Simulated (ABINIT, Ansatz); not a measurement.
# SnH2 (P-3m1): zone-centre phonons, part 3 of 4

Wanted: the vibrations of SnH2 (P-3m1) at Γ, by two programs.

ABINIT 10.8.3; DFT LDA, scalar-relativistic, plane waves, HGH norm-conserving pseudopotentials.

So far. Step 3 (Self-consistent run for the response): The cell stands at -0.54 GPa: the relaxation ran with a smoothed and higher cutoff, and the difference is a stress of the finite basis. Step 4 (Zone-centre response): The acoustic modes at Γ come out as far as 0.3 cm⁻¹ from zero, where they should vanish, a small numerical error. The lowest optical mode is imaginary, 334i cm⁻¹, an instability at this level and on this k mesh. The relaxed cell has a = 3.557, c = 3.134 Å (conventional setting).

The structure was built from a prototype and need not be the compound's stable phase.

## Step 5: Modes with the sum rule

anaddb reads the merged derivatives and imposes the acoustic sum rule.

anaddb.abi

```
ddb_filepath "gamma_DDB"
output_file "anaddb.abo"
outdata_prefix "anaddb"
asr 1
chneut 1
enunit 2
eivec 1
nph1l 1
qph1l 0.0 0.0 0.0 1.0
```

mrgddb.in

```
gamma_DDB
merged
2
dfpt_gammao_DDB
gso_DDB
```

Launch:

```
> mrgddb < mrgddb.in > mrgddb.log
> OMP_NUM_THREADS=1 anaddb anaddb.abi > anaddb.log
```

anaddb.abo, the main output file:

```text
-outvars_anaddb: echo values of input variables ----------------------

 Miscellaneous information :
      enunit         2
       eivec         1
         asr         1
 First list of wavevector (reduced coord.) :
       nph1l         1
       qph1l
                     0.00000000E+00  0.00000000E+00  0.00000000E+00    1.000E+00

================================================================================

 read the DDB information and perform some checks

  ==== Info on the Cryst% object ====
 Real(R)+Recip(G) space primitive vectors, cartesian coordinates (Bohr,Bohr^-1):
 R(1)=  6.7223599  0.0000000  0.0000000  G(1)=  0.1487573  0.0858851  0.0000000
 R(2)= -3.3611799  5.8217344  0.0000000  G(2)=  0.0000000  0.1717701  0.0000000
 R(3)=  0.0000000  0.0000000  5.9216788  G(3)=  0.0000000  0.0000000  0.1688710
 Unit cell volume ucvol=  2.3174960E+02 bohr^3
 Angles (23,13,12)=  9.00000000E+01  9.00000000E+01  1.20000000E+02 degrees
 Time-reversal symmetry is present
 Reduced atomic positions [iatom, xred, symbol]:
    1)    0.0000000  0.0000000  0.0000000  Sn
    2)    0.3333333  0.6666667  0.2193724   H
    3)    0.6666667  0.3333333  0.7806276   H

 DDB file with 3 blocks has been read.

================================================================================

 Treat the first list of vectors

  Phonon wavevector (reduced coordinates) :  0.00000  0.00000  0.00000
 Phonon energies in Hartree :
  -1.523377E-03 -1.523377E-03  0.000000E+00  0.000000E+00  0.000000E+00
   2.113610E-03  3.611802E-03  3.643374E-03  3.643374E-03
 Phonon energies in meV     :
- -4.145319E+01 -4.145319E+01  0.000000E+00  0.000000E+00  0.000000E+00
-  5.751426E+01  9.828213E+01  9.914125E+01  9.914125E+01
 Phonon frequencies in cm-1    :
- -3.343425E+02 -3.343425E+02  0.000000E+00  0.000000E+00  0.000000E+00
-  4.638838E+02  7.926988E+02  7.996281E+02  7.996281E+02
 Phonon frequencies in Thz     :
- -1.002334E+01 -1.002334E+01  0.000000E+00  0.000000E+00  0.000000E+00
-  1.390689E+01  2.376451E+01  2.397225E+01  2.397225E+01
 Phonon energies in Kelvin  :
- -4.810443E+02 -4.810443E+02  0.000000E+00  0.000000E+00  0.000000E+00
-  6.674252E+02  1.140517E+03  1.150486E+03  1.150486E+03

 Eigendisplacements
 (will be given, for each mode : in cartesian coordinates
   for each atom the real part of the displacement vector,
   then the imaginary part of the displacement vector - absolute values smaller than 1.0d-7 are set to zero)
  Mode number    1   Energy   -1.523377E-03
 Attention : low frequency mode.
   (Could be unstable or acoustic mode)
-  1  2.77783992E-04  0.00000000E+00  0.00000000E+00
-     0.00000000E+00  0.00000000E+00  0.00000000E+00
-  2 -1.63580335E-02 -1.01491930E-07  0.00000000E+00
-     0.00000000E+00  0.00000000E+00  0.00000000E+00
-  3 -1.63580335E-02 -1.01491930E-07  0.00000000E+00
-     0.00000000E+00  0.00000000E+00  0.00000000E+00
  Mode number    2   Energy   -1.523377E-03
 Attention : low frequency mode.
   (Could be unstable or acoustic mode)
-  1  0.00000000E+00 -2.77783992E-04  0.00000000E+00
-     0.00000000E+00  0.00000000E+00  0.00000000E+00
-  2 -1.01491930E-07  1.63580335E-02  0.00000000E+00
-     0.00000000E+00  0.00000000E+00  0.00000000E+00
-  3 -1.01491930E-07  1.63580335E-02  0.00000000E+00
-     0.00000000E+00  0.00000000E+00  0.00000000E+00
  Mode number    3   Energy    0.000000E+00
 Attention : low frequency mode.
   (Could be unstable or acoustic mode)
-  1  0.00000000E+00  0.00000000E+00 -2.13166895E-03
-     0.00000000E+00  0.00000000E+00  0.00000000E+00
-  2  0.00000000E+00  0.00000000E+00 -2.13166910E-03
-     0.00000000E+00  0.00000000E+00  0.00000000E+00
-  3  0.00000000E+00  0.00000000E+00 -2.13166910E-03
-     0.00000000E+00  0.00000000E+00  0.00000000E+00
  Mode number    4   Energy    0.000000E+00
 Attention : low frequency mode.
   (Could be unstable or acoustic mode)
-  1  0.00000000E+00  2.13166904E-03  0.00000000E+00
-     0.00000000E+00  0.00000000E+00  0.00000000E+00
-  2  0.00000000E+00  2.13166290E-03  0.00000000E+00
-     0.00000000E+00  0.00000000E+00  0.00000000E+00
-  3  0.00000000E+00  2.13166290E-03  0.00000000E+00
-     0.00000000E+00  0.00000000E+00  0.00000000E+00
  Mode number    5   Energy    0.000000E+00
 Attention : low frequency mode.
   (Could be unstable or acoustic mode)
-  1  2.13166904E-03  0.00000000E+00  0.00000000E+00
-     0.00000000E+00  0.00000000E+00  0.00000000E+00
-  2  2.13166290E-03  0.00000000E+00  0.00000000E+00
-     0.00000000E+00  0.00000000E+00  0.00000000E+00
-  3  2.13166290E-03  0.00000000E+00  0.00000000E+00
-     0.00000000E+00  0.00000000E+00  0.00000000E+00
  Mode number    6   Energy    2.113610E-03
;  1  0.00000000E+00  0.00000000E+00  2.77784799E-04
;     0.00000000E+00  0.00000000E+00  0.00000000E+00
;  2  0.00000000E+00  0.00000000E+00 -1.63580327E-02
;     0.00000000E+00  0.00000000E+00  0.00000000E+00
;  3  0.00000000E+00  0.00000000E+00 -1.63580327E-02
;     0.00000000E+00  0.00000000E+00  0.00000000E+00
  Mode number    7   Energy    3.611802E-03
;  1  0.00000000E+00  0.00000000E+00  0.00000000E+00
;     0.00000000E+00  0.00000000E+00  0.00000000E+00
;  2  0.00000000E+00  0.00000000E+00  1.64963405E-02
;     0.00000000E+00  0.00000000E+00  0.00000000E+00
;  3  0.00000000E+00  0.00000000E+00 -1.64963405E-02
;     0.00000000E+00  0.00000000E+00  0.00000000E+00
  Mode number    8   Energy    3.643374E-03
-  1  0.00000000E+00  0.00000000E+00  0.00000000E+00
-     0.00000000E+00  0.00000000E+00  0.00000000E+00
-  2  0.00000000E+00 -1.64963405E-02  0.00000000E+00
-     0.00000000E+00  0.00000000E+00  0.00000000E+00
-  3  0.00000000E+00  1.64963405E-02  0.00000000E+00
-     0.00000000E+00  0.00000000E+00  0.00000000E+00
  Mode number    9   Energy    3.643374E-03
-  1  0.00000000E+00  0.00000000E+00  0.00000000E+00
-     0.00000000E+00  0.00000000E+00  0.00000000E+00
-  2  1.64963405E-02  0.00000000E+00  0.00000000E+00
-     0.00000000E+00  0.00000000E+00  0.00000000E+00
-  3 -1.64963405E-02  0.00000000E+00  0.00000000E+00
-     0.00000000E+00  0.00000000E+00  0.00000000E+00

 Analysis of degeneracies and characters (maximum tolerance=1.00E-06 a.u.)
 For each vibration mode, or group of modes if degenerate,
 the characters are given for each symmetry operation (see the list in the log file).
 Symmetry characters of vibration mode #   1
        degenerate with vibration mode #   2
  2.0 -2.0 -0.0  0.0 -1.0  1.0  0.0 -0.0 -1.0  1.0  0.0 -0.0
 Symmetry characters of vibration mode #   3
       degenerate with vibration modes #   4 to    5
  3.0 -3.0  1.0 -1.0 -0.0  0.0  1.0 -1.0 -0.0  0.0  1.0 -1.0
 Symmetry characters of vibration mode #   6
  1.0 -1.0  1.0 -1.0  1.0 -1.0  1.0 -1.0  1.0 -1.0  1.0 -1.0
 Symmetry characters of vibration mode #   7
  1.0  1.0  1.0  1.0  1.0  1.0  1.0  1.0  1.0  1.0  1.0  1.0
 Symmetry characters of vibration mode #   8
        degenerate with vibration mode #   9
  2.0  2.0  0.0  0.0 -1.0 -1.0  0.0  0.0 -1.0 -1.0  0.0  0.0
-
```

Wall time 0.51 s (1 thread of Arm Neoverse V2, shared host).

Numbers from this step:

- lowest optical zone-centre mode: -334.3 cm⁻¹

No LO-TO term; unit eigenvectors of the mass-weighted matrix, from anaddb's displacements. Modes at Γ, with each element's share of the kinetic energy (negative means imaginary):

```
mode  frequency (cm⁻¹)  Sn %  H %
   1            -334.3     2   98
   2            -334.3     2   98
   3               0.0    98    2
   4               0.0    98    2
   5               0.0    98    2
   6             463.9     2   98
   7             792.7     0  100
   8             799.6     0  100
   9             799.6     0  100
```

Displacements in mode 2 (-334.3 cm⁻¹), the largest set to 1:
```
Sn1  0.00 -0.02  0.00
H2   0.00  1.00  0.00
H3   0.00  1.00  0.00
```

Displacements in mode 8 (799.6 cm⁻¹), the largest set to 1:
```
Sn1  0.00  0.00  0.00
H2   0.00 -1.00  0.00
H3   0.00  1.00  0.00
```

The rule moves no optical mode by more than 0.1 cm⁻¹.

## Step 6: Sum rules set otherwise (asr 0)

Without the rule the raw error of the acoustic modes shows.

Changes to anaddb.abi since step 5:

```diff
@@ -3,4 +3,4 @@
 outdata_prefix "anaddb"
-asr 1
-chneut 1
+asr 0
+chneut 0
 enunit 2
```

mrgddb.in is that of step 5.

anaddb.abo, the main output file:

```text
-outvars_anaddb: echo values of input variables ----------------------

 Miscellaneous information :
      enunit         2
       eivec         1
      chneut         0
 First list of wavevector (reduced coord.) :
       nph1l         1
       qph1l
                     0.00000000E+00  0.00000000E+00  0.00000000E+00    1.000E+00

================================================================================

 read the DDB information and perform some checks

  ==== Info on the Cryst% object ====
 Real(R)+Recip(G) space primitive vectors, cartesian coordinates (Bohr,Bohr^-1):
 R(1)=  6.7223599  0.0000000  0.0000000  G(1)=  0.1487573  0.0858851  0.0000000
 R(2)= -3.3611799  5.8217344  0.0000000  G(2)=  0.0000000  0.1717701  0.0000000
 R(3)=  0.0000000  0.0000000  5.9216788  G(3)=  0.0000000  0.0000000  0.1688710
 Unit cell volume ucvol=  2.3174960E+02 bohr^3
 Angles (23,13,12)=  9.00000000E+01  9.00000000E+01  1.20000000E+02 degrees
 Time-reversal symmetry is present
 Reduced atomic positions [iatom, xred, symbol]:
    1)    0.0000000  0.0000000  0.0000000  Sn
    2)    0.3333333  0.6666667  0.2193724   H
    3)    0.6666667  0.3333333  0.7806276   H

 DDB file with 3 blocks has been read.

================================================================================

 Treat the first list of vectors

  Phonon wavevector (reduced coordinates) :  0.00000  0.00000  0.00000
 Phonon energies in Hartree :
  -1.523410E-03 -1.523410E-03 -1.172769E-06 -1.172765E-06 -4.308913E-07
   2.113610E-03  3.611802E-03  3.643359E-03  3.643359E-03
 Phonon energies in meV     :
- -4.145411E+01 -4.145411E+01 -3.191267E-02 -3.191257E-02 -1.172515E-02
-  5.751426E+01  9.828213E+01  9.914086E+01  9.914086E+01
 Phonon frequencies in cm-1    :
- -3.343499E+02 -3.343499E+02 -2.573930E-01 -2.573923E-01 -9.456970E-02
-  4.638838E+02  7.926988E+02  7.996250E+02  7.996250E+02
 Phonon frequencies in Thz     :
- -1.002356E+01 -1.002356E+01 -7.716449E-03 -7.716426E-03 -2.835128E-03
-  1.390689E+01  2.376451E+01  2.397215E+01  2.397215E+01
 Phonon energies in Kelvin  :
- -4.810549E+02 -4.810549E+02 -3.703311E-01 -3.703300E-01 -1.360647E-01
-  6.674252E+02  1.140517E+03  1.150482E+03  1.150482E+03

 Eigendisplacements
 (will be given, for each mode : in cartesian coordinates
   for each atom the real part of the displacement vector,
   then the imaginary part of the displacement vector - absolute values smaller than 1.0d-7 are set to zero)
  Mode number    1   Energy   -1.523410E-03
 Attention : low frequency mode.
   (Could be unstable or acoustic mode)
-  1  2.77771667E-04  0.00000000E+00  0.00000000E+00
-     0.00000000E+00  0.00000000E+00  0.00000000E+00
-  2 -1.63580459E-02 -1.78616195E-07  0.00000000E+00
-     0.00000000E+00  0.00000000E+00  0.00000000E+00
-  3 -1.63580459E-02 -1.78616195E-07  0.00000000E+00
-     0.00000000E+00  0.00000000E+00  0.00000000E+00
  Mode number    2   Energy   -1.523410E-03
 Attention : low frequency mode.
   (Could be unstable or acoustic mode)
-  1  0.00000000E+00 -2.77771667E-04  0.00000000E+00
-     0.00000000E+00  0.00000000E+00  0.00000000E+00
-  2 -1.78616195E-07  1.63580459E-02  0.00000000E+00
-     0.00000000E+00  0.00000000E+00  0.00000000E+00
-  3 -1.78616195E-07  1.63580459E-02  0.00000000E+00
-     0.00000000E+00  0.00000000E+00  0.00000000E+00
  Mode number    3   Energy   -1.172769E-06
 Attention : low frequency mode.
   (Could be unstable or acoustic mode)
-  1  0.00000000E+00  2.13167065E-03  0.00000000E+00
-     0.00000000E+00  0.00000000E+00  0.00000000E+00
-  2  0.00000000E+00  2.13156832E-03  0.00000000E+00
-     0.00000000E+00  0.00000000E+00  0.00000000E+00
-  3  0.00000000E+00  2.13156832E-03  0.00000000E+00
-     0.00000000E+00  0.00000000E+00  0.00000000E+00
  Mode number    4   Energy   -1.172765E-06
 Attention : low frequency mode.
   (Could be unstable or acoustic mode)
-  1  2.13167065E-03  0.00000000E+00  0.00000000E+00
-     0.00000000E+00  0.00000000E+00  0.00000000E+00
-  2  2.13156832E-03  0.00000000E+00  0.00000000E+00
-     0.00000000E+00  0.00000000E+00  0.00000000E+00
-  3  2.13156832E-03  0.00000000E+00  0.00000000E+00
-     0.00000000E+00  0.00000000E+00  0.00000000E+00
  Mode number    5   Energy   -4.308913E-07
 Attention : low frequency mode.
   (Could be unstable or acoustic mode)
-  1  0.00000000E+00  0.00000000E+00  2.13166895E-03
-     0.00000000E+00  0.00000000E+00  0.00000000E+00
-  2  0.00000000E+00  0.00000000E+00  2.13166897E-03
-     0.00000000E+00  0.00000000E+00  0.00000000E+00
-  3  0.00000000E+00  0.00000000E+00  2.13166897E-03
-     0.00000000E+00  0.00000000E+00  0.00000000E+00
  Mode number    6   Energy    2.113610E-03
;  1  0.00000000E+00  0.00000000E+00  2.77784781E-04
;     0.00000000E+00  0.00000000E+00  0.00000000E+00
;  2  0.00000000E+00  0.00000000E+00 -1.63580328E-02
;     0.00000000E+00  0.00000000E+00  0.00000000E+00
;  3  0.00000000E+00  0.00000000E+00 -1.63580328E-02
;     0.00000000E+00  0.00000000E+00  0.00000000E+00
  Mode number    7   Energy    3.611802E-03
;  1  0.00000000E+00  0.00000000E+00  0.00000000E+00
;     0.00000000E+00  0.00000000E+00  0.00000000E+00
;  2  0.00000000E+00  0.00000000E+00  1.64963405E-02
;     0.00000000E+00  0.00000000E+00  0.00000000E+00
;  3  0.00000000E+00  0.00000000E+00 -1.64963405E-02
;     0.00000000E+00  0.00000000E+00  0.00000000E+00
  Mode number    8   Energy    3.643359E-03
-  1  0.00000000E+00  0.00000000E+00  0.00000000E+00
-     0.00000000E+00  0.00000000E+00  0.00000000E+00
-  2  0.00000000E+00 -1.64963405E-02  0.00000000E+00
-     0.00000000E+00  0.00000000E+00  0.00000000E+00
-  3  0.00000000E+00  1.64963405E-02  0.00000000E+00
-     0.00000000E+00  0.00000000E+00  0.00000000E+00
  Mode number    9   Energy    3.643359E-03
-  1  0.00000000E+00  0.00000000E+00  0.00000000E+00
-     0.00000000E+00  0.00000000E+00  0.00000000E+00
-  2  1.64963405E-02  0.00000000E+00  0.00000000E+00
-     0.00000000E+00  0.00000000E+00  0.00000000E+00
-  3 -1.64963405E-02  0.00000000E+00  0.00000000E+00
-     0.00000000E+00  0.00000000E+00  0.00000000E+00

 Analysis of degeneracies and characters (maximum tolerance=1.00E-06 a.u.)
 For each vibration mode, or group of modes if degenerate,
 the characters are given for each symmetry operation (see the list in the log file).
 Symmetry characters of vibration mode #   1
        degenerate with vibration mode #   2
  2.0 -2.0 -0.0  0.0 -1.0  1.0 -0.0  0.0 -1.0  1.0  0.0 -0.0
 Symmetry characters of vibration mode #   3
       degenerate with vibration modes #   4 to    5
  3.0 -3.0  1.0 -1.0  0.0 -0.0  1.0 -1.0  0.0 -0.0  1.0 -1.0
 Symmetry characters of vibration mode #   6
  1.0 -1.0  1.0 -1.0  1.0 -1.0  1.0 -1.0  1.0 -1.0  1.0 -1.0
 Symmetry characters of vibration mode #   7
  1.0  1.0  1.0  1.0  1.0  1.0  1.0  1.0  1.0  1.0  1.0  1.0
 Symmetry characters of vibration mode #   8
        degenerate with vibration mode #   9
  2.0  2.0 -0.0 -0.0 -1.0 -1.0  0.0  0.0 -1.0 -1.0  0.0  0.0
-
```

Wall time 0.51 s (1 thread).

Read from the output:

| Item | Value |
| --- | --- |
| lowest optical zone-centre mode | -334.4 cm⁻¹ |

Zone-centre frequencies as printed; negative means imaginary. Modes:

```
mode  frequency (cm⁻¹)
   1            -334.4
   2            -334.4
   3             -0.26
   4             -0.26
   5             -0.09
   6             463.9
   7             792.7
   8             799.6
   9             799.6
```

[end of part 3 of 4]

[Host names and launcher messages were left out of these logs when they were recorded.]

[Logs are printed without paths, hosts, clocks, repeated set-up lines and the standing remarks that a program may print on its own settings, such as how far it seeks lower states.]

[Hosts, paths, dates, database ids (printed as entryN), source tags and the programs' standing remarks are cut or masked in the printed files.]
